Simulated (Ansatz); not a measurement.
# N on Hf(0001): change of the work function, part 2 of 4

Aim: the work function of Hf(0001) at several coverages of N (fcc site), and the dipole that each adsorbate carries.

Ansatz 0.2.0; plane-wave DFT, PBE, Ansatz PAW.

So far, work function, upper face (eV): step 2 (the clean slab) 4.33.

### Step 3. The covered slab, k-mesh 4×4×1, coverage 0.111 ML

System of this step: N/Hf(0001). The cell holds 37 atoms: 36 Hf and 1 N. Its edges and angles: a = 9.600 Å, b = 9.600 Å, c = 27.284 Å, α = 90.0°, β = 90.0°, γ = 60.0°. Vacuum lies along c.

The clean slab as it ended is repeated in the plane and the adsorbate is set on one face; the cell's size fixes the coverage, and the k-mesh shrinks with it to keep the sampling density about even. Adsorbate and upper layers relax, since the dipole depends on the height.

The input, input.yaml:

```yaml
crystal:
  lattice:
    - [9.6, 0.0, 0.0]
    - [4.8, 8.3138438763, 0.0]
    - [0.0, 0.0, 27.2842316575]
  atoms:
    - { symbol: Hf, position: [0.2222222222, 0.2222222222, 0.3298608556] }
    - { symbol: Hf, position: [0.0, 0.0, 0.4226323887] }
    - { symbol: Hf, position: [0.2222222222, 0.2222222222, 0.5193772081] }
    - { symbol: Hf, position: [0.0, 0.0, 0.6065853916] }
    - { symbol: Hf, position: [0.2222222222, 0.5555555556, 0.3298608556] }
    - { symbol: Hf, position: [0.0, 0.3333333333, 0.4226323887] }
    - { symbol: Hf, position: [0.2222222222, 0.5555555556, 0.5193772081] }
    - { symbol: Hf, position: [0.0, 0.3333333333, 0.6065853916] }
    - { symbol: Hf, position: [0.2222222222, 0.8888888889, 0.3298608556] }
    - { symbol: Hf, position: [0.0, 0.6666666667, 0.4226323887] }
    - { symbol: Hf, position: [0.2222222222, 0.8888888889, 0.5193772081] }
    - { symbol: Hf, position: [0.0, 0.6666666667, 0.6065853916] }
    - { symbol: Hf, position: [0.5555555556, 0.2222222222, 0.3298608556] }
    - { symbol: Hf, position: [0.3333333333, 0.0, 0.4226323887] }
    - { symbol: Hf, position: [0.5555555556, 0.2222222222, 0.5193772081] }
    - { symbol: Hf, position: [0.3333333333, 0.0, 0.6065853916] }
    - { symbol: Hf, position: [0.5555555556, 0.5555555556, 0.3298608556] }
    - { symbol: Hf, position: [0.3333333333, 0.3333333333, 0.4226323887] }
    - { symbol: Hf, position: [0.5555555556, 0.5555555556, 0.5193772081] }
    - { symbol: Hf, position: [0.3333333333, 0.3333333333, 0.6065853916] }
    - { symbol: Hf, position: [0.5555555556, 0.8888888889, 0.3298608556] }
    - { symbol: Hf, position: [0.3333333333, 0.6666666667, 0.4226323887] }
    - { symbol: Hf, position: [0.5555555556, 0.8888888889, 0.5193772081] }
    - { symbol: Hf, position: [0.3333333333, 0.6666666667, 0.6065853916] }
    - { symbol: Hf, position: [0.8888888889, 0.2222222222, 0.3298608556] }
    - { symbol: Hf, position: [0.6666666667, 0.0, 0.4226323887] }
    - { symbol: Hf, position: [0.8888888889, 0.2222222222, 0.5193772081] }
    - { symbol: Hf, position: [0.6666666667, 0.0, 0.6065853916] }
    - { symbol: Hf, position: [0.8888888889, 0.5555555556, 0.3298608556] }
    - { symbol: Hf, position: [0.6666666667, 0.3333333333, 0.4226323887] }
    - { symbol: Hf, position: [0.8888888889, 0.5555555556, 0.5193772081] }
    - { symbol: Hf, position: [0.6666666667, 0.3333333333, 0.6065853916] }
    - { symbol: Hf, position: [0.8888888889, 0.8888888889, 0.3298608556] }
    - { symbol: Hf, position: [0.6666666667, 0.6666666667, 0.4226323887] }
    - { symbol: Hf, position: [0.8888888889, 0.8888888889, 0.5193772081] }
    - { symbol: Hf, position: [0.6666666667, 0.6666666667, 0.6065853916] }
    - { symbol: "N", position: [0.1111111111, 0.1111111111, 0.6701391444] }
kpoints:
  mp_grid: { grid: [4, 4, 1] }
hamiltonian:
  xc: pbe
scf:
  occupations: { method: fermi_dirac, width: 0.1 }
  convergence: { dr2_threshold: 1.0e-08 }
efield:
  axis: 3
  dipole_correction: true
  ramp_position: 0.97
  ramp_width: 0.06
relax:
  f_tol: 0.02
  max_steps: 60
  constraints:
    - { sites: [0, 1, 4, 5, 8, 9, 12, 13, 16, 17, 20, 21, 24, 25, 28, 29, 32, 33] }
output:
  write_potential: true
  write_density: true
  volumetric_format: npy
```

Command:

```
$ ansatz run input.yaml --threads 4 --pin off --max-ram 16384MiB --backend cpu --events-out ev --progress --plain --runs-dir out
```

The log of the run:

```text
[...]
Crystal: 37 atoms, lattice volume = 2177.634 Å³
Basis set: ecut = 420 eV, 42553 PW (Γ), exchange–correlation on 144×144×384 points (8 copies of the dense FFT grid, shifted against one another)
Bands: 565, of which v1, the nominal top of the filled ones, is band 471 counted from 1 (470 counted from 0)
Symmetry: 6 space group operations
[...]
k-points: 4 of 16 (time reversal used)
[...]
SCF iter   1: F=—  HF=-566336.376217 eV  |F-HF|=—  |Δ(HF+E_count)|=         —  Δρ=6.27e-3  dr2=1.81e1  ethr=1.77e-3  p=-0.277 e·Å  D=-2.30e-2 V/Å  ΔV_dip=0.63 eV  dr2_dipole=2.11e-1  V_vac-E_F(+/−)=5.07/4.44 eV  ⟨swp⟩=6.0  Hψ=7304  notcnv=0  defer=38
[...]
SCF iter  12: F=-566335.856457 eV  HF=-566335.856457 eV  |F-HF|=1.34e-8  |Δ(HF+E_count)|=   5.91e-8  Δρ=2.47e-7  dr2=4.62e-9  ethr=1.06e-12  p=-0.176 e·Å  D=-1.46e-2 V/Å  ΔV_dip=0.40 eV  dr2_dipole=1.08e-9  V_vac-E_F(+/−)=4.77/4.37 eV  ⟨swp⟩=11.0  Hψ=21793  notcnv=0
SCF 1 converged in 12 iterations: F = -566335.856457 eV  dr2 = 4.62e-9
[...]
relax step   1: F+E_penalty+E_count = -566335.85645696 eV  Δ(F+E_penalty+E_count) = +0.000e0 eV  max|allowed force component| = 5.328e0 eV/Å  Δτ_max = 0.0000 Å  (12 SCF iters, accepted)
[...]
SCF iter  10: F=-566337.453215 eV  HF=-566337.453215 eV  |F-HF|=9.55e-9  |Δ(HF+E_count)|=   4.97e-8  Δρ=4.01e-7  dr2=7.58e-9  ethr=1.06e-12  p=-0.098 e·Å  D=-8.17e-3 V/Å  ΔV_dip=0.22 eV  dr2_dipole=7.10e-11  V_vac-E_F(+/−)=4.59/4.37 eV  ⟨swp⟩=13.2  Hψ=22071  notcnv=0
SCF 2 converged in 10 iterations: F = -566337.453215 eV  dr2 = 7.58e-9
relax step   2: F+E_penalty+E_count = -566337.45321503 eV  Δ(F+E_penalty+E_count) = -1.597e0 eV  max|allowed force component| = 4.918e0 eV/Å  Δτ_max = 0.1950 Å  (10 SCF iters, accepted)
SCF iter   1: F=—  HF=-566338.676283 eV  |F-HF|=—  |Δ(HF+E_count)|=         —  Δρ=3.89e-3  dr2=5.08e-1  ethr=7.28e-4  p=-0.098 e·Å  D=-8.17e-3 V/Å  ΔV_dip=0.22 eV  dr2_dipole=1.36e-2  V_vac-E_F(+/−)=4.59/4.37 eV  ⟨swp⟩=6.0  Hψ=6063  notcnv=0  defer=65
[...]
SCF iter  10: F=-566338.552581 eV  HF=-566338.552581 eV  |F-HF|=1.80e-8  |Δ(HF+E_count)|=   4.35e-8  Δρ=3.78e-7  dr2=4.86e-9  ethr=1.06e-12  p=-0.027 e·Å  D=-2.23e-3 V/Å  ΔV_dip=0.06 eV  dr2_dipole=6.25e-12  V_vac-E_F(+/−)=4.43/4.37 eV  ⟨swp⟩=30.2  Hψ=28230  notcnv=0
SCF 3 converged in 10 iterations: F = -566338.552581 eV  dr2 = 4.86e-9
relax step   3: F+E_penalty+E_count = -566338.55258099 eV  Δ(F+E_penalty+E_count) = -1.099e0 eV  max|allowed force component| = 3.030e0 eV/Å  Δτ_max = 0.1950 Å  (10 SCF iters, accepted)
[...]
relax step   4: F+E_penalty+E_count = -566339.00015491 eV  Δ(F+E_penalty+E_count) = -4.476e-1 eV  max|allowed force component| = 7.574e-1 eV/Å  Δτ_max = 0.1948 Å  (10 SCF iters, accepted)
[...]
relax step   5: F+E_penalty+E_count = -566339.03864078 eV  Δ(F+E_penalty+E_count) = -3.849e-2 eV  max|allowed force component| = 8.107e-2 eV/Å  Δτ_max = 0.1170 Å  (10 SCF iters, accepted)
SCF iter   1: F=—  HF=-566339.044146 eV  |F-HF|=—  |Δ(HF+E_count)|=         —  Δρ=5.66e-4  dr2=4.71e-2  ethr=2.23e-5  p=0.023 e·Å  D=1.89e-3 V/Å  ΔV_dip=-0.05 eV  dr2_dipole=8.77e-4  V_vac-E_F(+/−)=4.32/4.37 eV  ⟨swp⟩=4.0  Hψ=5253  notcnv=0  defer=66
[...]
SCF iter   9: F=-566339.041295 eV  HF=-566339.041295 eV  |F-HF|=1.19e-8  |Δ(HF+E_count)|=   3.50e-8  Δρ=2.85e-7  dr2=2.40e-9  ethr=1.06e-12  p=0.023 e·Å  D=1.92e-3 V/Å  ΔV_dip=-0.05 eV  dr2_dipole=8.42e-11  V_vac-E_F(+/−)=4.32/4.37 eV  ⟨swp⟩=28.8  Hψ=27189  notcnv=0
SCF 6 converged in 9 iterations: F = -566339.041295 eV  dr2 = 2.40e-9
relax step   6: F+E_penalty+E_count = -566339.04129465 eV  Δ(F+E_penalty+E_count) = -2.654e-3 eV  max|allowed force component| = 1.606e-2 eV/Å  Δτ_max = 0.0189 Å  (9 SCF iters, accepted)
NSCF: frozen V_eff on 4 k-points
the search or the solves at the SCF's close seem to have found levels that the self-consistency loop had missed (the run counts 1). By its estimate they hold under 1e-12 electrons; where the run keeps them, the occupations were computed again with them
[...]
SCF converged after 9 iterations
Free energy (F): -566339.041295 eV
[...]
Internal energy: -566337.327905 eV  (E = F + TS)
E sigma→0 (E₀):  -566338.184600 eV
Entropy (-TS):   -1.713389 eV (-46.308 meV/atom)
Fermi energy:    4.760251 eV
Dipole field:    D = 0.001916 V/Å  (p = 0.023062 e·Å, saw-weighted, corrected)
Work function:   Φ+ = 4.3206 eV   Φ− = 4.3729 eV
[...]
--- Forces (eV/Å), atoms counted from 1 ---
  atom   1  Hf     0.01037210     0.00598833     0.62915394
  atom   2  Hf    -0.01056674    -0.00610071    -0.44384124
  atom   3  Hf     0.00681232     0.00393310     0.00228706
  atom   4  Hf    -0.00159540    -0.00092110    -0.01429232
  atom   5  Hf    -0.00745567     0.00430453     0.66523453
  atom   6  Hf    -0.00000000     0.01220142    -0.44384124
  atom   7  Hf     0.00355531    -0.00205266    -0.00421977
  atom   8  Hf     0.00000000     0.00184220    -0.01429232
  atom   9  Hf     0.00000000    -0.01197666     0.62915394
  atom  10  Hf    -0.03311456     0.01911870    -0.77319454
  atom  11  Hf    -0.00000000    -0.00786619     0.00228706
  atom  12  Hf     0.00783264    -0.00452218     0.00497768
  atom  13  Hf     0.00000000    -0.00860906     0.66523453
  atom  14  Hf     0.01056674    -0.00610071    -0.44384124
  atom  15  Hf    -0.00000000     0.00410531    -0.00421977
  atom  16  Hf     0.00159540    -0.00092110    -0.01429232
  atom  17  Hf     0.00745567     0.00430453     0.66523453
  atom  18  Hf    -0.02923618    -0.01687951    -0.72324753
  atom  19  Hf    -0.00355531    -0.00205266    -0.00421977
  atom  20  Hf     0.00314444     0.00181544     0.00062040
  atom  21  Hf     0.00710448    -0.00410177     0.64468534
  atom  22  Hf    -0.00000000     0.03375903    -0.72324753
  atom  23  Hf    -0.00955218     0.00551495     0.00649851
  atom  24  Hf    -0.00000000    -0.00363088     0.00062040
  atom  25  Hf    -0.01037210     0.00598833     0.62915394
  atom  26  Hf    -0.00000000    -0.03823740    -0.77319454
  atom  27  Hf    -0.00681232     0.00393310     0.00228706
  atom  28  Hf     0.00000000     0.00904435     0.00497768
  atom  29  Hf     0.00000000     0.00820355     0.64468534
  atom  30  Hf     0.02923618    -0.01687951    -0.72324753
  atom  31  Hf     0.00000000    -0.01102990     0.00649851
  atom  32  Hf    -0.00314444     0.00181544     0.00062040
  atom  33  Hf    -0.00710448    -0.00410177     0.64468534
  atom  34  Hf     0.03311456     0.01911870    -0.77319454
  atom  35  Hf     0.00955218     0.00551495     0.00649851
  atom  36  Hf    -0.00783264    -0.00452218     0.00497768
  atom  37  N      0.00000000     0.00000000     0.01605767
  max |Σ_I F_I| component: 4.38e-5 eV/Å
--- Band table (eV) ---
  k-point 0: bands = [... 467 lower, 4.7398, 4.7473, 4.7612, 4.7612, 4.8061, 4.8202, 4.8202, 4.8548, ... 90 higher]
  k-point 1: bands = [... 467 lower, 4.6667, 4.7317, 4.7423, 4.7684, 4.7781, 4.7948, 4.8724, 4.8827, ... 90 higher]
  k-point 2: bands = [... 467 lower, 4.6428, 4.6623, 4.7070, 4.7423, 4.7772, 4.8247, 4.8754, 4.8785, ... 90 higher]
  k-point 3: bands = [... 467 lower, 4.5826, 4.7029, 4.7222, 4.7829, 4.8159, 4.8445, 4.8866, 4.9159, ... 90 higher]
--- Relaxed structure (6 steps of the walk, 6 accepted, 0 SCFs on fresh bases) ---
  F+E_penalty+E_count = -566339.04129465 eV   max|allowed force component| = 1.606e-2 eV/Å
  atoms:
    - { symbol: Hf, position: [0.222222, 0.222222, 0.3298608556] }
    - { symbol: Hf, position: [1.111110e-11, 1.111110e-11, 0.4226323887] }
    - { symbol: Hf, position: [0.222079, 0.222079, 0.519769] }
    - { symbol: Hf, position: [0.000950081, 0.000950081, 0.612272] }
    - { symbol: Hf, position: [0.222222, 0.555556, 0.3298608556] }
    - { symbol: Hf, position: [1.111111e-11, 0.333333, 0.4226323887] }
    - { symbol: Hf, position: [0.221317, 0.556008, 0.518274] }
    - { symbol: Hf, position: [0.000950081, 0.331433, 0.612272] }
    - { symbol: Hf, position: [0.222222, 0.888889, 0.3298608556] }
    - { symbol: Hf, position: [-2.222222e-11, 0.666667, 0.4226323887] }
    - { symbol: Hf, position: [0.222079, 0.889176, 0.519769] }
    - { symbol: Hf, position: [0.00354291, 0.664895, 0.606171] }
    - { symbol: Hf, position: [0.555556, 0.222222, 0.3298608556] }
    - { symbol: Hf, position: [0.333333, 1.111110e-11, 0.4226323887] }
    - { symbol: Hf, position: [0.556008, 0.221317, 0.518274] }
    - { symbol: Hf, position: [0.331433, 0.000950081, 0.612272] }
    - { symbol: Hf, position: [0.555556, 0.555556, 0.3298608556] }
    - { symbol: Hf, position: [0.333333, 0.333333, 0.4226323887] }
    - { symbol: Hf, position: [0.556008, 0.556008, 0.518274] }
    - { symbol: Hf, position: [0.335824, 0.335824, 0.605877] }
    - { symbol: Hf, position: [0.555556, 0.888889, 0.3298608556] }
    - { symbol: Hf, position: [0.333333, 0.666667, 0.4226323887] }
    - { symbol: Hf, position: [0.555678, 0.888828, 0.519253] }
    - { symbol: Hf, position: [0.335824, 0.661685, 0.605877] }
    - { symbol: Hf, position: [0.888889, 0.222222, 0.3298608556] }
    - { symbol: Hf, position: [0.666667, -2.222223e-11, 0.4226323887] }
    - { symbol: Hf, position: [0.889176, 0.222079, 0.519769] }
    - { symbol: Hf, position: [0.664895, 0.00354291, 0.606171] }
    - { symbol: Hf, position: [0.888889, 0.555556, 0.3298608556] }
    - { symbol: Hf, position: [0.666667, 0.333333, 0.4226323887] }
    - { symbol: Hf, position: [0.888828, 0.555678, 0.519253] }
    - { symbol: Hf, position: [0.661685, 0.335824, 0.605877] }
    - { symbol: Hf, position: [0.888889, 0.888889, 0.3298608556] }
    - { symbol: Hf, position: [0.666667, 0.666667, 0.4226323887] }
    - { symbol: Hf, position: [0.888828, 0.888828, 0.519253] }
    - { symbol: Hf, position: [0.664895, 0.664895, 0.606171] }
    - { symbol: N, position: [0.111111, 0.111111, 0.644775] }
```

Run time: 38 min. Hardware: 4 threads of Arm Neoverse V1, shared host; peak memory 10 GiB.

This run has no spin polarisation although its electron count is odd.

The steps of the relaxation:

```csv
step,energy less that of the first step (eV),largest force component (eV/Å)
1,0.0000,5.3281
2,-1.5968,4.9179
3,-2.6961,3.0303
4,-3.1437,0.7574
5,-3.1822,0.0811
6,-3.1848,0.0161
```

Forces are held to the 6 operations that the program found; a distortion that breaks them can't arise in this run.

The atoms that moved most (Å):

| atom | dx | dy | dz | length |
| --- | --- | --- | --- | --- |
| N37 | 0.000 | 0.000 | -0.692 | 0.692 |
| Hf8 | 0.000 | -0.016 | 0.155 | 0.156 |
| Hf16 | -0.014 | 0.008 | 0.155 | 0.156 |
| Hf4 | 0.014 | 0.008 | 0.155 | 0.156 |
| Hf32 | -0.036 | 0.021 | -0.019 | 0.046 |
| Hf24 | 0.000 | -0.041 | -0.019 | 0.046 |
| Hf20 | 0.036 | 0.021 | -0.019 | 0.046 |
| Hf36 | -0.026 | -0.015 | -0.011 | 0.032 |

The relaxed structure:

```xyz
37
Lattice="9.6000 0.0000 0.0000 4.8000 8.3138 0.0000 0.0000 0.0000 27.2842" Properties=species:S:1:pos:R:3
Hf    3.2000    1.8475    9.0000
Hf    0.0000    0.0000   11.5312
Hf    3.1979    1.8463   14.1815
Hf    0.0137    0.0079   16.7054
Hf    4.8000    4.6188    9.0000
Hf    1.6000    2.7713   11.5312
Hf    4.7935    4.6226   14.1407
Hf    1.6000    2.7555   16.7054
Hf    6.4000    7.3901    9.0000
Hf    3.2000    5.5426   11.5312
Hf    6.4000    7.3925   14.1815
Hf    3.2255    5.5278   16.5389
Hf    6.4000    1.8475    9.0000
Hf    3.2000    0.0000   11.5312
Hf    6.4000    1.8400   14.1407
Hf    3.1863    0.0079   16.7054
Hf    8.0000    4.6188    9.0000
Hf    4.8000    2.7713   11.5312
Hf    8.0065    4.6226   14.1407
Hf    4.8359    2.7920   16.5309
Hf    9.6000    7.3901    9.0000
Hf    6.4000    5.5426   11.5312
Hf    9.6009    7.3896   14.1674
Hf    6.4000    5.5011   16.5309
Hf    9.6000    1.8475    9.0000
Hf    6.4000    0.0000   11.5312
Hf    9.6021    1.8463   14.1815
Hf    6.4000    0.0295   16.5389
Hf   11.2000    4.6188    9.0000
Hf    8.0000    2.7713   11.5312
Hf   11.2000    4.6198   14.1674
Hf    7.9641    2.7920   16.5309
Hf   12.8000    7.3901    9.0000
Hf    9.6000    5.5426   11.5312
Hf   12.7991    7.3896   14.1674
Hf    9.5745    5.5278   16.5389
N     1.6000    0.9238   17.5922
```

Read from the output:

```yaml
energy_at_zero_smearing: -566338.1846 eV
work_function_upper_face: 4.321 eV
work_function_lower_face: 4.373 eV
dipole_along_the_normal: 0.02306 e·Å
step_between_the_vacuum_levels: -0.05229 eV
```

Running mean over 2.5312 Å of the planar mean; the ramp of the sawtooth is left out. The electron's electrostatic potential energy less the Fermi level by z:

```csv
z (Å),electron's electrostatic potential energy less the Fermi level (eV)
3.5,4.37
4.0,4.37
4.5,4.36
5.0,4.35
5.5,4.29
6.0,4.12
6.5,3.63
7.0,2.30
7.5,-0.571
8.0,-4.05
8.5,-6.61
9.0,-7.41
9.5,-7.41
10.0,-7.30
10.5,-7.25
11.0,-7.25
11.5,-7.24
12.0,-7.08
12.5,-6.78
13.0,-6.72
13.5,-6.92
14.0,-7.21
14.5,-7.47
15.0,-7.80
15.5,-7.88
16.0,-7.78
16.5,-7.68
17.0,-7.08
17.5,-4.86
18.0,-1.48
18.5,1.62
19.0,3.35
19.5,4.02
20.0,4.23
20.5,4.29
21.0,4.31
21.5,4.32
22.0,4.32
22.5,4.32
23.0,4.32
23.5,4.32
24.0,4.32
```

The relaxation took 6 steps and lowered the energy by 3.2 eV; the largest force on the free atoms ends at 0.016 eV/Å.

The covered face has 4.32 eV, -0.01 eV against the clean one; the bare back face has moved by -0.01 eV, a measure of how thin the slab is.

(Part 2 of 4 ends here.)

[Long decimals in the printed logs are rounded to 6 places.]

[Logs are printed without paths, hosts, clocks, repeated set-up lines and the standing remarks that a program may print on its own settings, such as how far it seeks lower states.]

[Hosts, paths, dates, database ids (printed as entryN), source tags and the programs' standing remarks are cut or masked in the printed files.]

[Maps of the electrostatic potential energy from Ansatz leave out the sawtooth potential of an applied field or a dipole correction, so their vacuum need not be flat; planar profiles and work functions include it.]
